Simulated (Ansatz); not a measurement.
# Pd(111) with 4 thermally displaced layers, 2x2: scattering by thermal displacements, part 2 of 2

How much do lattice vibrations at 180 K scatter the electrons of Pd? Layers with random displacements are laid between perfect leads, and the resistance is followed against their length.

Ansatz 0.2.0; Ansatz plane-wave DFT, PBE, PAW files; ballistic transport by layer matching (Landauer), zero bias; PAW set soft_1.

So far, open channels per spin nearest the Fermi level: step 2 (with 4 displaced layers) 5.23.

## (3) With 8 displaced layers

Each atom of 8 layers is moved at random, by amounts drawn from a normal law 0.059 Å wide in each direction from the Debye model (274 K) at 180 K. A fresh draw is used; the growth of the resistance with length is what counts.

System of this step: Pd(111) with 8 thermally displaced layers, 2x2. The cell holds 56 atoms: 56 Pd. Cell: a = 5.501 Å, b = 5.501 Å, c = 31.481 Å, α = 87.5°, β = 92.5°, γ = 120.0°. It derives from Pd. Regions: lead, 24 atoms (24 Pd); scattering region, 32 atoms (32 Pd). The structure is stacked along c, and the current runs across the ab planes.

The input, input.yaml:

```yaml
crystal:
  lattice:
    - [5.5010079149, 0.0, 0.0]
    - [-2.7505039575, 4.7640126007, 0.0]
    - [-1.3752519787, 0.7940021001, 31.4408790793]
  atoms:
    - { symbol: Pd, position: [0.005952381, 0.994047619, 0.0357142857] }
    - { symbol: Pd, position: [0.005952381, 0.494047619, 0.0357142857] }
    - { symbol: Pd, position: [0.505952381, 0.994047619, 0.0357142857] }
    - { symbol: Pd, position: [0.505952381, 0.494047619, 0.0357142857] }
    - { symbol: Pd, position: [0.1845238095, 0.3154761905, 0.1071428571] }
    - { symbol: Pd, position: [0.1845238095, 0.8154761905, 0.1071428571] }
    - { symbol: Pd, position: [0.6845238095, 0.3154761905, 0.1071428571] }
    - { symbol: Pd, position: [0.6845238095, 0.8154761905, 0.1071428571] }
    - { symbol: Pd, position: [0.3630952381, 0.1369047619, 0.1785714286] }
    - { symbol: Pd, position: [0.3630952381, 0.6369047619, 0.1785714286] }
    - { symbol: Pd, position: [0.8630952381, 0.1369047619, 0.1785714286] }
    - { symbol: Pd, position: [0.8630952381, 0.6369047619, 0.1785714286] }
    - { symbol: Pd, position: [0.0692605403, 0.974517607, 0.250671016] }
    - { symbol: Pd, position: [0.0288776066, 0.4580727075, 0.2512325947] }
    - { symbol: Pd, position: [0.5304233989, 0.9630949704, 0.2508071103] }
    - { symbol: Pd, position: [0.5415925802, 0.4438674027, 0.2487575899] }
    - { symbol: Pd, position: [0.2088510581, 0.2647219982, 0.3246944015] }
    - { symbol: Pd, position: [0.2168735993, 0.7839192481, 0.3209430767] }
    - { symbol: Pd, position: [0.7456097283, 0.2959249626, 0.3226177517] }
    - { symbol: Pd, position: [0.6971277555, 0.7801926741, 0.3227122578] }
    - { symbol: Pd, position: [0.4063251605, 0.0929635136, 0.396278144] }
    - { symbol: Pd, position: [0.3808334558, 0.5927005434, 0.3946127889] }
    - { symbol: Pd, position: [0.9118012649, 0.1259441321, 0.3932111057] }
    - { symbol: Pd, position: [0.8893337489, 0.5968533529, 0.3908084113] }
    - { symbol: Pd, position: [0.0677574514, 0.9302489265, 0.4653769089] }
    - { symbol: Pd, position: [0.0871265499, 0.4127397723, 0.4674571756] }
    - { symbol: Pd, position: [0.583916101, 0.9422637622, 0.4634731173] }
    - { symbol: Pd, position: [0.5713586035, 0.425391488, 0.4662223664] }
    - { symbol: Pd, position: [0.2536327299, 0.2372117495, 0.533196017] }
    - { symbol: Pd, position: [0.2443363815, 0.7499669006, 0.5375725669] }
    - { symbol: Pd, position: [0.7478059842, 0.2304614224, 0.5373535061] }
    - { symbol: Pd, position: [0.7379883642, 0.7350172983, 0.5368803063] }
    - { symbol: Pd, position: [0.4125885817, 0.0704459042, 0.6060507707] }
    - { symbol: Pd, position: [0.4352907491, 0.5644748867, 0.6075223463] }
    - { symbol: Pd, position: [0.9377192167, 0.0556341793, 0.6098108872] }
    - { symbol: Pd, position: [0.9479078606, 0.5755667806, 0.609330001] }
    - { symbol: Pd, position: [0.1268004833, 0.897340508, 0.6787133628] }
    - { symbol: Pd, position: [0.0967065099, 0.3854721567, 0.677126591] }
    - { symbol: Pd, position: [0.5992506829, 0.8902852976, 0.6775039224] }
    - { symbol: Pd, position: [0.5956658634, 0.3738964165, 0.6790754074] }
    - { symbol: Pd, position: [0.3037049648, 0.2247249208, 0.7499738739] }
    - { symbol: Pd, position: [0.311895026, 0.725349575, 0.7521595463] }
    - { symbol: Pd, position: [0.7740026475, 0.2234522907, 0.7506376691] }
    - { symbol: Pd, position: [0.798634117, 0.712813621, 0.7507186633] }
    - { symbol: Pd, position: [0.4702380952, 0.0297619048, 0.8214285714] }
    - { symbol: Pd, position: [0.4702380952, 0.5297619048, 0.8214285714] }
    - { symbol: Pd, position: [0.9702380952, 0.0297619048, 0.8214285714] }
    - { symbol: Pd, position: [0.9702380952, 0.5297619048, 0.8214285714] }
    - { symbol: Pd, position: [0.1488095238, 0.8511904762, 0.8928571429] }
    - { symbol: Pd, position: [0.1488095238, 0.3511904762, 0.8928571429] }
    - { symbol: Pd, position: [0.6488095238, 0.8511904762, 0.8928571429] }
    - { symbol: Pd, position: [0.6488095238, 0.3511904762, 0.8928571429] }
    - { symbol: Pd, position: [0.3273809524, 0.1726190476, 0.9642857143] }
    - { symbol: Pd, position: [0.3273809524, 0.6726190476, 0.9642857143] }
    - { symbol: Pd, position: [0.8273809524, 0.1726190476, 0.9642857143] }
    - { symbol: Pd, position: [0.8273809524, 0.6726190476, 0.9642857143] }
kpoints:
  mp_grid: { grid: [5, 5, 1] }
hamiltonian:
  xc: pbe
  pseudopotentials: { kind: paw, azcp: { folder: soft_1 } }
scf:
  occupations: { method: fermi_dirac, width: 0.1 }
output:
  transmission:
    leads: [[0, 4]]
    kmesh: [10, 10]
    e_range: [-0.05, 0.05]
    de: 0.05
  write_potential: true
  write_density: true
  volumetric_format: npy
```

On the command line:

```
ansatz run input.yaml --threads 4 --pin off --max-ram 15360MiB --backend cpu --events-out ev --progress --plain --runs-dir out
```

Numbers of over 12 decimals in the logs are rounded to 6 here.

Output:

```text
[...]
Crystal: 56 atoms, lattice volume = 823.967 Å³
Basis set: ecut = 420 eV, 16079 PW (Γ)
Bands: 605, of which v1, the nominal top of the filled ones, is band 504 counted from 1 (503 counted from 0)
Symmetry: 1 space group operations
[...]
k-points: 13 of 25 (time reversal used)
[...]
SCF iter   1: F=—  HF=-390532.425588 eV  |F-HF|=—  |Δ(HF+E_count)|=         —  Δρ=1.52e-1  dr2=1.94e2  ethr=3.10e-3  ⟨swp⟩=5.0  Hψ=25373  notcnv=0  defer=121
[...]
SCF iter  10: F=-390482.262335 eV  HF=-390482.262335 eV  |F-HF|=6.40e-8  |Δ(HF+E_count)|=   1.47e-8  Δρ=1.45e-6  dr2=7.28e-8  ethr=9.92e-12  ⟨swp⟩=7.5  Hψ=25976  notcnv=0
SCF 1 converged in 10 iterations: F = -390482.262335 eV  dr2 = 7.28e-8
[...]
transmission: 262 of 2600 steps passed
transmission: 522 of 2600 steps passed
[...]
transmission: 2600 of 2600 steps passed
SCF converged after 10 iterations
Free energy (F): -390482.262335 eV
[...]
Internal energy: -390478.920395 eV  (E = F + TS)
E sigma→0 (E₀):  -390480.591365 eV
Entropy (-TS):   -3.341940 eV (-59.677 meV/atom)
Fermi energy:    19.749758 eV
[...]
--- Band table (eV; the first three rows and the last of 13) ---
  k-point 0: bands = [... 500 lower, 19.8606, 19.8643, 19.8710, 19.8850, 19.8865, 19.8916, 19.9065, 19.9232, ... 97 higher]
  k-point 1: bands = [... 500 lower, 19.6960, 19.7092, 19.7161, 19.7407, 19.7796, 19.7910, 19.8450, 19.8747, ... 97 higher]
  k-point 2: bands = [... 500 lower, 19.7012, 19.7128, 19.7254, 19.7370, 19.7420, 19.7503, 19.7740, 19.7811, ... 97 higher]
  k-point 12: bands = [... 500 lower, 19.6344, 19.6771, 19.6826, 19.6994, 19.7335, 19.7478, 19.7686, 19.7976, ... 97 higher]
--- Transmission ---
  basis      : 235 plane waves across, 50 finite elements along
  points     : 52, standing for a mesh of 10 x 10
[...]
channels       : 5.230000e0 a spin
[...]
junction   : crystal 0 to crystal 0, 0.70 to 29.89 Å
    transmission   : 3.981884e0 a spin
[...]
```

Elapsed: 26 min, on 4 threads of Arm Neoverse N1, shared host; peak memory 9.5 GiB; 1.7 h of CPU time.

This step gave:

```yaml
free_energy: -390482.2623 eV
energy_at_zero_smearing: -390480.5914 eV
fermi_energy: 19.75 eV
transmission_per_spin_nearest_the_fermi_level: 3.982
step_of_the_lead_s_potential: 4.2 meV
```

Per spin. Transmission, zone mean against energy, zero at the Fermi level:

```
energy (eV)  transmission, zone mean
    -0.0500                     4.47
     0.0000                     3.98
     0.0500                     3.45
```

Over the solved energies the transmission per spin lies between 3.45 and 4.47, out of 5.24 channels of the lead on average (up to 6.09).

## (4) With 12 displaced layers

Each atom of 12 layers is moved at random, by amounts drawn from a normal law 0.059 Å wide in each direction from the Debye model (274 K) at 180 K. A fresh draw is used; the growth of the resistance with length is what counts.

System of this step: Pd(111) with 12 thermally displaced layers, 2x2. The cell holds 72 atoms: 72 Pd. Cell: a = 5.501 Å, b = 5.501 Å, c = 40.424 Å, α = 90.0°, β = 90.0°, γ = 120.0°. It derives from Pd. Regions: lead, 24 atoms (24 Pd); scattering region, 48 atoms (48 Pd). The structure is stacked along c, and the current runs across the ab planes.

The input, input.yaml:

```yaml
crystal:
  lattice:
    - [5.5010079149, 0.0, 0.0]
    - [-2.7505039575, 4.7640126007, 0.0]
    - [0.0, 0.0, 40.4239873877]
  atoms:
    - { symbol: Pd, position: [0.0, 0.0, 0.0277777778] }
    - { symbol: Pd, position: [0.0, 0.5, 0.0277777778] }
    - { symbol: Pd, position: [0.5, 0.0, 0.0277777778] }
    - { symbol: Pd, position: [0.5, 0.5, 0.0277777778] }
    - { symbol: Pd, position: [0.1666666667, 0.3333333333, 0.0833333333] }
    - { symbol: Pd, position: [0.1666666667, 0.8333333333, 0.0833333333] }
    - { symbol: Pd, position: [0.6666666667, 0.3333333333, 0.0833333333] }
    - { symbol: Pd, position: [0.6666666667, 0.8333333333, 0.0833333333] }
    - { symbol: Pd, position: [0.3333333333, 0.1666666667, 0.1388888889] }
    - { symbol: Pd, position: [0.3333333333, 0.6666666667, 0.1388888889] }
    - { symbol: Pd, position: [0.8333333333, 0.1666666667, 0.1388888889] }
    - { symbol: Pd, position: [0.8333333333, 0.6666666667, 0.1388888889] }
    - { symbol: Pd, position: [0.00120401, 0.9955525254, 0.1916673868] }
    - { symbol: Pd, position: [0.9938514754, 0.490040556, 0.1960218637] }
    - { symbol: Pd, position: [0.4974183367, 0.001034385, 0.1932037203] }
    - { symbol: Pd, position: [0.4944488732, 0.4998570881, 0.1922752732] }
    - { symbol: Pd, position: [0.1692362281, 0.3320189389, 0.2482684312] }
    - { symbol: Pd, position: [0.1441091222, 0.8396908194, 0.2495654224] }
    - { symbol: Pd, position: [0.6595158032, 0.330407023, 0.252652695] }
    - { symbol: Pd, position: [0.6666689061, 0.834406676, 0.2478283496] }
    - { symbol: Pd, position: [0.3566960398, 0.1780357199, 0.3071136564] }
    - { symbol: Pd, position: [0.3395242907, 0.6780253954, 0.3060972687] }
    - { symbol: Pd, position: [0.8389707332, 0.1647807675, 0.3034031598] }
    - { symbol: Pd, position: [0.8323858071, 0.6426896124, 0.3052051635] }
    - { symbol: Pd, position: [0.9913438954, 0.9870773975, 0.362006487] }
    - { symbol: Pd, position: [0.9951434638, 0.4945865457, 0.3618702632] }
    - { symbol: Pd, position: [0.5034914347, 0.0172115468, 0.3616243594] }
    - { symbol: Pd, position: [0.4828635838, 0.4759076386, 0.3592013306] }
    - { symbol: Pd, position: [0.1780163031, 0.332706273, 0.4162532043] }
    - { symbol: Pd, position: [0.1763540078, 0.8174393839, 0.4158113999] }
    - { symbol: Pd, position: [0.6652279602, 0.3405989324, 0.4156976714] }
    - { symbol: Pd, position: [0.650138757, 0.8134431229, 0.4177317738] }
    - { symbol: Pd, position: [0.3390327892, 0.1607636437, 0.4724607561] }
    - { symbol: Pd, position: [0.3165382527, 0.6608201935, 0.4742345162] }
    - { symbol: Pd, position: [0.8491043437, 0.1952955382, 0.4710726434] }
    - { symbol: Pd, position: [0.8383492659, 0.664244056, 0.4730485157] }
    - { symbol: Pd, position: [0.9964455689, 0.993045913, 0.5265107516] }
    - { symbol: Pd, position: [0.032423517, 0.4990415786, 0.5248327425] }
    - { symbol: Pd, position: [0.4972406018, 0.00840193, 0.5270475893] }
    - { symbol: Pd, position: [0.5208100403, 0.5124212192, 0.5275553097] }
    - { symbol: Pd, position: [0.1553736536, 0.3208823406, 0.5823111355] }
    - { symbol: Pd, position: [0.1583199848, 0.8482576112, 0.585656317] }
    - { symbol: Pd, position: [0.6458651906, 0.3186905075, 0.5807506828] }
    - { symbol: Pd, position: [0.6370771172, 0.7948411577, 0.5816652035] }
    - { symbol: Pd, position: [0.3451092917, 0.1623832652, 0.640136883] }
    - { symbol: Pd, position: [0.3389946882, 0.6884839773, 0.6391798173] }
    - { symbol: Pd, position: [0.8450481137, 0.1982950316, 0.6384150456] }
    - { symbol: Pd, position: [0.8214789364, 0.6691686347, 0.638832176] }
    - { symbol: Pd, position: [0.0057328931, 0.9885795723, 0.6956196147] }
    - { symbol: Pd, position: [0.0050143224, 0.4917263522, 0.6946828382] }
    - { symbol: Pd, position: [0.5056189477, 0.0290680831, 0.6934161525] }
    - { symbol: Pd, position: [0.488534231, 0.4867926671, 0.6939389854] }
    - { symbol: Pd, position: [0.1713606389, 0.3428473932, 0.7491084744] }
    - { symbol: Pd, position: [0.1558968457, 0.8157809039, 0.7487917012] }
    - { symbol: Pd, position: [0.702691498, 0.3462358994, 0.7488588455] }
    - { symbol: Pd, position: [0.6462701147, 0.8212443977, 0.7499683237] }
    - { symbol: Pd, position: [0.329094137, 0.1574429215, 0.8036767034] }
    - { symbol: Pd, position: [0.3513959119, 0.6722637274, 0.8050085542] }
    - { symbol: Pd, position: [0.827684501, 0.1601049894, 0.8012678945] }
    - { symbol: Pd, position: [0.8279417154, 0.6534010145, 0.8040912831] }
    - { symbol: Pd, position: [0.0, 0.0, 0.8611111111] }
    - { symbol: Pd, position: [0.0, 0.5, 0.8611111111] }
    - { symbol: Pd, position: [0.5, 0.0, 0.8611111111] }
    - { symbol: Pd, position: [0.5, 0.5, 0.8611111111] }
    - { symbol: Pd, position: [0.1666666667, 0.3333333333, 0.9166666667] }
    - { symbol: Pd, position: [0.1666666667, 0.8333333333, 0.9166666667] }
    - { symbol: Pd, position: [0.6666666667, 0.3333333333, 0.9166666667] }
    - { symbol: Pd, position: [0.6666666667, 0.8333333333, 0.9166666667] }
    - { symbol: Pd, position: [0.3333333333, 0.1666666667, 0.9722222222] }
    - { symbol: Pd, position: [0.3333333333, 0.6666666667, 0.9722222222] }
    - { symbol: Pd, position: [0.8333333333, 0.1666666667, 0.9722222222] }
    - { symbol: Pd, position: [0.8333333333, 0.6666666667, 0.9722222222] }
kpoints:
  mp_grid: { grid: [5, 5, 1] }
hamiltonian:
  xc: pbe
  pseudopotentials: { kind: paw, azcp: { folder: soft_1 } }
scf:
  occupations: { method: fermi_dirac, width: 0.1 }
output:
  transmission:
    leads: [[0, 4]]
    kmesh: [10, 10]
    e_range: [-0.05, 0.05]
    de: 0.05
  write_potential: true
  write_density: true
  volumetric_format: npy
```

Output:

```text
[...]
Crystal: 72 atoms, lattice volume = 1059.386 Å³
Basis set: ecut = 420 eV, 20709 PW (Γ)
Bands: 778, of which v1, the nominal top of the filled ones, is band 648 counted from 1 (647 counted from 0)
Symmetry: 1 space group operations
[...]
k-points: 13 of 25 (time reversal used)
[...]
SCF iter   1: F=—  HF=-502112.308503 eV  |F-HF|=—  |Δ(HF+E_count)|=         —  Δρ=1.52e-1  dr2=2.51e2  ethr=3.10e-3  ⟨swp⟩=5.0  Hψ=32436  notcnv=0  defer=128
[...]
SCF iter  11: F=-502047.942297 eV  HF=-502047.942297 eV  |F-HF|=1.55e-8  |Δ(HF+E_count)|=   2.21e-9  Δρ=4.52e-7  dr2=1.64e-8  ethr=7.72e-12  ⟨swp⟩=8.5  Hψ=32705  notcnv=0
SCF 1 converged in 11 iterations: F = -502047.942297 eV  dr2 = 1.64e-8
[...]
transmission: 334 of 3328 steps passed
transmission: 666 of 3328 steps passed
[...]
transmission: 3328 of 3328 steps passed
SCF converged after 11 iterations
Free energy (F): -502047.942297 eV
[...]
Internal energy: -502043.635161 eV  (E = F + TS)
E sigma→0 (E₀):  -502045.788729 eV
Entropy (-TS):   -4.307136 eV (-59.821 meV/atom)
Fermi energy:    19.750066 eV
[...]
--- Band table (eV; the first three rows and the last of 13) ---
  k-point 0: bands = [... 644 lower, 19.8418, 19.8549, 19.8588, 19.8630, 19.8730, 19.8828, 19.8893, 19.9172, ... 126 higher]
  k-point 1: bands = [... 644 lower, 19.6999, 19.7079, 19.7272, 19.7341, 19.7717, 19.8117, 19.8178, 19.8508, ... 126 higher]
  k-point 2: bands = [... 644 lower, 19.7051, 19.7176, 19.7278, 19.7348, 19.7413, 19.7461, 19.7512, 19.7574, ... 126 higher]
  k-point 12: bands = [... 644 lower, 19.6881, 19.6922, 19.7023, 19.7075, 19.7228, 19.7460, 19.7700, 19.7896, ... 126 higher]
--- Transmission ---
  basis      : 235 plane waves across, 64 finite elements along
  points     : 52, standing for a mesh of 10 x 10
[...]
channels       : 5.230000e0 a spin
[...]
junction   : crystal 0 to crystal 0, 0.70 to 38.88 Å
    transmission   : 3.440330e0 a spin
[...]
```

It took 44 min on 4 threads; peak memory 8.3 GiB.

This step gave:

```yaml
free_energy: -502047.9423 eV
energy_at_zero_smearing: -502045.7887 eV
transmission_per_spin_nearest_the_fermi_level: 3.440
step_of_the_lead_s_potential: 9.9 meV
```

Per spin. Transmission, zone mean against energy, zero at the Fermi level:

```
energy (eV)  transmission, zone mean
    -0.0500                     3.78
     0.0000                     3.44
     0.0500                     3.10
```

Over the solved energies the transmission per spin lies between 3.10 and 3.78, out of 5.33 channels of the lead on average (up to 6.25).

## (5) Resistance against length

This step: Ansatz plane-wave DFT, PBE, PAW files; ballistic transport by layer matching (Landauer), zero bias; resistivity from the slope of the area resistance; PAW set soft_1 (Ansatz 0.2.0).

This step gave:

```
resistivity           : 14.82 µΩ cm
intercept             : -0.05325 fΩ m²
scatter about the fit : 0.004728 fΩ m²
```

Resistance, by row:

```
run  length (Å)      T  channels N  RA (fΩ m²)
 n4       8.983  4.712        5.33     0.08322
 n8       17.97  3.969       5.237      0.2063
n12       26.95  3.437        5.33      0.3495
```

Area resistance against length of the displaced region:

```csv
length of the displaced region (Å),area resistance (fΩ m²)
8.98,0.0832
17.97,0.206
26.95,0.349
```

The area resistance goes from 0.083 to 0.35 fΩ m² between 9.0 and 26.9 Å, a slope of 15 µΩ cm.

By hand from the end points: (0.3495 − 0.08322) fΩ m² / (26.95 − 8.98) Å = 15 µΩ cm, since 1 fΩ m² per Å is 1000 µΩ cm.

## (6) Outcome

```yaml
resistivity_from_the_slope: 14.8 µΩ cm
area_resistance_over_8p98_a: 0.0832 fΩ m²
area_resistance_over_18p0_a: 0.206 fΩ m²
area_resistance_over_26p9_a: 0.349 fΩ m²
```

**Reading.** The slope gives 15 µΩ cm. The points scatter by 0.0047 fΩ m² about the line, with one random draw a length in a 2x2 cell, so the slope is a rough value. The mean square of the displacements drawn is 0.78, 0.99 and 1.2 of the nominal one at the three lengths; with each resistance scaled back by that, the slope is 11 µΩ cm, the value used below. The lead's own channel count moves between the runs (5.33, 5.24 and 5.33), which shifts RA and the slope too. Read with a model of isotropic scattering on a spherical Fermi surface and the lead's 1.6×10¹⁵ S/m², this slope means a mean free path near 48 Å; over these lengths the model's slope is 1.07 times its bulk resistivity, which would be 9.9 µΩ cm. Uncorrelated displacements put too much weight on short waves, which scatter strongly; with the sideways repeat of a small cell, one draw and three short lengths, the method is good to a factor of two or three.

[Logs are printed without paths, hosts, clocks, repeated set-up lines and the standing remarks that a program may print on its own settings, such as how far it seeks lower states.]

[Hosts, paths, dates, database ids (printed as entryN), source tags and the programs' standing remarks are cut or masked in the printed files.]
